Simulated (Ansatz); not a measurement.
# InW: relaxing a made-up structure, part 2 of 2

Starting from a made-up structure for InW, the aim is the relaxed cell, its shortest contacts and, where a second run follows, its electronic structure.

Ansatz 0.2.0; DFT, r2SCAN, plane-wave PAW, files of the set soft_1, scalar-relativistic, no spin, cell and ions relaxed at zero pressure; PAW set soft_1 (the session's first sound run).

So far: The starting structure; Relaxation of the guess. The relaxed cell has a, b, c = 2.780, 11.252, 4.651 Å (conventional setting).

## (3) Electronic structure of the relaxed cell

A second self-consistent run takes a narrower smearing and the mesh shown in its input; the bands follow along the standard path of the relaxed lattice.

This step: DFT, r2SCAN, plane-wave PAW, files of the set soft_1, scalar-relativistic, no spin, bands and density of states at the relaxed cell; PAW set soft_1 (Ansatz 0.2.0).

File input.yaml:

```yaml
crystal:
  lattice:
    - [1.3898822083, -5.6260716732, 0.0]
    - [1.3898822083, 5.6260716732, 0.0]
    - [0.0, 0.0, 4.6507079116]
  atoms:
    - { symbol: W, position: [0.1868289549, 0.8131710451, 0.25] }
    - { symbol: W, position: [0.8131710451, 0.1868289549, 0.75] }
    - { symbol: In, position: [0.4315957562, 0.5684042438, 0.25] }
    - { symbol: In, position: [0.5684042438, 0.4315957562, 0.75] }
kpoints:
  mp_grid: { grid: [12, 12, 8] }
  band_path:
    path:
      - [[0.0, 0.0, 0.0], [0.26525757, 0.26525757, 0.0], [0.0, 0.5, 0.0], [0.0, 0.5, 0.5], [0.26525757, 0.26525757, 0.5], [0.0, 0.0, 0.5], [0.0, 0.0, 0.0], [-0.5, 0.5, 0.0], [-0.26525757, 0.73474243, 0.0], [-0.26525757, 0.73474243, 0.5], [-0.5, 0.5, 0.5], [-0.5, 0.5, 0.0]]
      - [[0.0, 0.0, 0.5], [-0.5, 0.5, 0.5]]
    npoints: 6
scf:
  occupations: { method: fermi_dirac, width: 0.03 }
  n_extra_bands: 8
hamiltonian:
  xc: r2scan
  pseudopotentials: { kind: paw, azcp: { folder: soft_1 } }
output:
  forces: true
  stress: true
  write_bands: true
  dos: { projected: true }
  write_density: true
  write_potential: true
  elf: true
  volumetric_format: npy
```

On the command line:

```sh
ansatz run input.yaml --threads 4 --pin off --max-ram 8192MiB --backend cpu --events-out ev --progress --plain --runs-dir out
```

Numbers of over 12 decimals in the logs are rounded to 6 here.

Output:

```text
basis.fft_grid_basis auto: the FFT boxes are laid along the combinations [[1, 1, 0], [0, 1, 0], [0, 0, 1]] of the cell's own vectors, 2.780, 5.795 and 4.651 Å long. The dense box has 24×45×36 points. Along the cell's own vectors, as sized, it would have 45×45×36, 1.88 times as many. Of the 8 symmetry operations that the crystal satisfies within crystal.symmetry.tolerance (time reversal apart; of a slab, those that ke [...]
[...]
Crystal: 4 atoms, lattice volume = 72.733 Å³
Basis set: ecut = 500 eV, 1861 PW (Γ), FFT grids on a1+a2, a2, a3, exchange–correlation on 96×180×144 points (64 copies of the dense FFT grid, shifted against one another)
Bands: 35, of which v1, the nominal top of the filled ones, is band 27 counted from 1 (26 counted from 0)
Symmetry: 8 space group operations
[...]
k-points: 215 of 1152
[...]
SCF iter   1: F=—  HF=-32018.111279 eV  |F-HF|=—  |Δ(HF+E_count)|=         —  Δρ=6.21e-2  dr2=4.63e0  dr2_τ=1.91e-1  ethr=3.10e-3  ⟨swp⟩=6.3  Hψ=31515  notcnv=0
[...]
SCF iter   8: F=-32017.309055 eV  HF=-32017.309055 eV  |F-HF|=6.78e-9  |Δ(HF+E_count)|=   9.58e-7  Δρ=8.72e-6  dr2=7.48e-8  dr2_τ=2.33e-9  ethr=1.85e-10  ⟨swp⟩=14.1  Hψ=55340  notcnv=0
SCF 1 converged in 8 iterations: F = -32017.309055 eV  dr2 = 7.48e-8
  Residual-converged pass: ⟨swp⟩=1.0  Hψ=8385  notcnv=0  max |occ|·‖R‖ = 7.0e-9 eV (tolerance 1.0e-8 eV)  dr2=7.48e-8  dr2_τ=2.33e-9  dr2_onsite=1.92e-9  max |Δocc| = 8.5e-10
[...]
NSCF: frozen V_eff on 74 k-points
SCF converged after 8 iterations
Free energy (F): -32017.309055 eV
[...]
Internal energy: -32017.300801 eV  (E = F + TS)
E sigma→0 (E₀):  -32017.304928 eV
Entropy (-TS):   -0.008255 eV (-2.064 meV/atom)
Fermi energy:    17.754775 eV
[...]
--- Forces (eV/Å), atoms counted from 1 ---
  atom   1  W      0.00000000    -0.11425427     0.00000000
  atom   2  W      0.00000000     0.11425427     0.00000000
  atom   3  In     0.00000000     0.01479771     0.00000000
  atom   4  In     0.00000000    -0.01479771     0.00000000
  max |Σ_I F_I| component: 0.00e0 eV/Å
--- Stress (GPa, compression-positive) ---
        0.367734       0.000000       0.000000
        0.000000      -0.557362       0.000000
        0.000000       0.000000      -0.066433
  P = ⅓ Tr σ = -0.0854 GPa (-0.854 kbar)
--- Band table (eV; the first three rows and the last of 215) ---
  k-point 0: bands = [... 23 lower, 15.3891, 16.0183, 16.1170, 16.6307, 18.9805, 19.4381, 19.6694, 19.7027, ... 4 higher]
  k-point 1: bands = [... 23 lower, 15.1755, 15.8294, 16.0868, 17.0894, 18.9129, 19.5442, 19.6363, 19.7403, ... 4 higher]
  k-point 2: bands = [... 23 lower, 14.7457, 15.7665, 15.9419, 17.5339, 18.8332, 19.1990, 19.4541, 20.3037, ... 4 higher]
  k-point 214: bands = [... 23 lower, 14.4267, 15.6122, 15.6122, 18.7565, 18.7565, 19.1280, 19.1280, 20.7805, ... 4 higher]
```

Run time: 24 s. Hardware: 4 threads of Arm Neoverse V2, shared host; peak memory 0.92 GiB.

The column dr2 measures how far the density is from self-consistency, as an energy; F and HF (Harris–Foulkes) agree once it is small.

Numbers from this step:

```
free energy             : -32017.3091 eV
energy at zero smearing : -32017.3049 eV
smearing term TS        : 0.008255 eV
Fermi energy            : 17.75 eV
pressure                : -0.08535 GPa
```

From bands.tsv, the bands that come nearest the Fermi level along the path, at its corners, in eV from the Fermi level:

```
point  band 24  band 25  band 26  band 27  band 28  band 29  band 30  band 31
    Γ    -2.37    -1.74    -1.64    -1.12     1.23     1.68     1.91     1.95
    X    -3.38    -1.88    -0.62    -0.25     0.85     1.07     2.37     2.71
    S    -3.42    -1.61    -1.06     0.27     0.82     0.95     1.27     3.29
    R    -3.40    -1.59    -1.59    -0.51    -0.51     1.32     1.32     2.46
    A    -2.79    -1.75    -1.75    -0.43    -0.43     0.69     0.69     2.48
    Z    -3.22    -2.20    -2.20     0.47     0.47     1.24     1.24     3.09
    Γ    -2.37    -1.74    -1.64    -1.12     1.23     1.68     1.91     1.95
    Y    -3.10    -2.01    -1.49     0.56     0.80     1.23     1.95     2.40
   X1    -3.38    -1.88    -0.62    -0.25     0.85     1.07     2.37     2.71
   A1    -2.79    -1.75    -1.75    -0.43    -0.43     0.69     0.69     2.48
    T    -3.33    -2.14    -2.14     1.00     1.00     1.37     1.37     3.03
    Y    -3.10    -2.01    -1.49     0.56     0.80     1.23     1.95     2.40
    Z    -3.22    -2.20    -2.20     0.47     0.47     1.24     1.24     3.09
    T    -3.33    -2.14    -2.14     1.00     1.00     1.37     1.37     3.03
```

Counts of states for the cell as run, both spins, by energy window (eV from the Fermi level):

| from | to | total |
| --- | --- | --- |
| -8 | -7 | 0.87 |
| -7 | -6 | 0.95 |
| -6 | -5 | 1.34 |
| -5 | -4 | 1.87 |
| -4 | -3 | 2.73 |
| -3 | -2 | 3.32 |
| -2 | -1 | 3.16 |
| -1 | 0 | 2.06 |
| 0 | 1 | 2.71 |
| 1 | 2 | 3.39 |
| 2 | 3 | 2.90 |
| 3 | 4 | 2.50 |

Below -8 eV lie 37.7 more states.

Force by atom:

```csv
atom,x (eV/Å),y (eV/Å),z (eV/Å),size
W1,0.000,-0.114,0.000,0.114
W2,0.000,0.114,0.000,0.114
In3,0.000,0.015,0.000,0.015
In4,0.000,-0.015,0.000,0.015
```

ELF in the ab plane of the cell as run, not the conventional one, at fractional z = 0.250, with atoms of W and In within 0.2 Å of it. It is the smooth field of the valence electrons, not physical close to the nuclei.

Values, 16 rows by 16 columns, each cell a mean:
```
0.38 0.30 0.33 0.57 0.59 0.60 0.64 0.34 0.18 0.26 0.25 0.22 0.22 0.23 0.26 0.34
0.30 0.34 0.59 0.48 0.36 0.61 0.46 0.21 0.27 0.25 0.22 0.23 0.23 0.23 0.29 0.37
0.31 0.58 0.46 0.18 0.53 0.54 0.27 0.27 0.25 0.21 0.18 0.21 0.22 0.25 0.35 0.30
0.54 0.54 0.24 0.49 0.59 0.31 0.28 0.26 0.19 0.11 0.12 0.20 0.23 0.32 0.31 0.26
0.64 0.47 0.56 0.58 0.31 0.29 0.25 0.16 0.05 0.04 0.15 0.22 0.30 0.33 0.24 0.44
0.67 0.62 0.51 0.29 0.29 0.25 0.14 0.03 0.01 0.09 0.20 0.27 0.37 0.25 0.33 0.62
0.62 0.41 0.25 0.28 0.25 0.14 0.02 0.00 0.06 0.18 0.26 0.39 0.31 0.26 0.50 0.67
0.29 0.20 0.27 0.26 0.17 0.03 0.01 0.05 0.18 0.25 0.41 0.40 0.28 0.38 0.55 0.50
0.18 0.26 0.25 0.20 0.07 0.02 0.07 0.18 0.26 0.42 0.47 0.38 0.34 0.40 0.36 0.22
0.26 0.25 0.22 0.15 0.07 0.11 0.19 0.26 0.42 0.48 0.46 0.41 0.38 0.32 0.23 0.21
0.26 0.22 0.21 0.16 0.17 0.21 0.27 0.40 0.44 0.43 0.44 0.43 0.38 0.31 0.26 0.27
0.23 0.23 0.22 0.22 0.22 0.28 0.38 0.36 0.33 0.38 0.41 0.42 0.37 0.31 0.28 0.27
0.23 0.23 0.23 0.23 0.31 0.35 0.28 0.26 0.34 0.37 0.35 0.35 0.32 0.28 0.28 0.26
0.24 0.24 0.27 0.33 0.32 0.24 0.29 0.43 0.46 0.32 0.27 0.29 0.28 0.28 0.28 0.26
0.29 0.32 0.35 0.31 0.25 0.38 0.56 0.62 0.41 0.21 0.24 0.28 0.27 0.27 0.27 0.27
0.36 0.37 0.30 0.28 0.49 0.64 0.69 0.57 0.23 0.19 0.27 0.26 0.24 0.24 0.26 0.30
```
Columns run along a (5.8 Å), rows up along b (5.8 Å). Atoms in or near the plane, at fractional coordinates: W at (0.19, 0.81), In at (0.43, 0.57).

Valence density in the ab plane of the cell as run, not the conventional one, at fractional z = 0.250, with atoms of W and In within 0.2 Å of it. It is the smooth field of the valence electrons, not physical close to the nuclei.

Ten even steps from '0' (0.16 × 1e0 e/Å³) to '9' (9.84 × 1e0 e/Å³), each cell a mean:
```
0002453000000000
0025541000000000
0255520001110000
2555200013310000
4552000266200001
4420003784100002
2100038951000013
0000279610000011
0001575100000000
0002531000000000
0012200000000000
0000000000000000
0000000000000000
0000000000000000
0000012200000000
0000133200000000
```
Columns run along a (5.8 Å), rows up along b (5.8 Å). Atoms in or near the plane, at fractional coordinates: W at (0.19, 0.81), In at (0.43, 0.57).

Electrostatic potential energy in the ab plane of the cell as run, not the conventional one, at fractional z = 0.250, with atoms of W and In within 0.2 Å of it. With pseudopotentials it is smooth inside the atoms' cores, unlike the true potential.

Ten even steps from '_' (-28 eV) to '@' (19 eV), each cell a mean:
```
@@@@**::______==%%@@@@%%####%%@@
@@**..______--##@@%%**==++##@@@@
**::______::##%%##==----++%%@@@@
::______::**%%##--::..--##@@@@##
______::**%%**::....::**@@@@%%--
____::**%%**::......==%%@@%%++..
..--##%%**::......==%%@@@@##--..
++%%@@##--......--##@@@@%%**----
%%@@##--......--%%@@@@@@%%****##
@@%%++::..::==##@@@@@@@@%%%%%%@@
@@##--::::++%%@@@@@@@@@@@@@@@@@@
%%**====**%%@@@@@@%%%%@@@@@@@@@@
%%****%%@@@@@@%%####%%@@@@@@@@@@
%%%%%%@@@@%%**==++##@@@@@@@@@@%%
%%@@@@@@##==::::++%%@@@@@@@@%%%%
@@@@@@##--____::**@@@@@@@@%%%%@@
```
Columns run along a (5.8 Å; values clipped at the 3rd and 97th percentile), rows up along b (5.8 Å). Atoms in or near the plane, at fractional coordinates: W at (0.19, 0.81), In at (0.43, 0.57).

## (4) Outcome

```json
{
 "space group, relaxed": "Cmcm",
 "conventional cell": "a = 2.780, b = 11.252, c = 4.651 Å; α = 90.0°, β = 90.0°, γ = 90.0°",
 "volume per atom": "18.18 Å³ (guess 22.23)"
}
```

What this shows: InW relaxes to Cmcm with a = 2.780, b = 11.252 and c = 4.651 Å. The guessed volume was 22 % too large. The space group Cmcm was held in the relaxation, so the end point is a stationary structure within it and may be a saddle against distortions or other arrangements. Bands cross the Fermi level, so it is a metal or semimetal at this level. On the 12×12×8 mesh with the narrower smearing (relaxed on 7×7×7) the largest force component is 0.114 eV/Å and the largest stress component is 0.557 GPa, against the relaxation's thresholds of 0.015 eV/Å and 0.05 GPa. The cutoff wasn't tested. A vector of the cell changed its length by 17 %, more than the volume shows. Spin-orbit coupling is left out, which can matter for elements this heavy. No dispersion term is used, so weakly bound directions may come out too long. The runs have no spin, and magnetism wasn't tested. Nothing here tests whether the compound is stable against decomposition.

[Logs are printed without paths, hosts, clocks, repeated set-up lines and the standing remarks that a program may print on its own settings, such as how far it seeks lower states.]

[Hosts, paths, dates, database ids (printed as entryN), source tags and the programs' standing remarks are cut or masked in the printed files.]
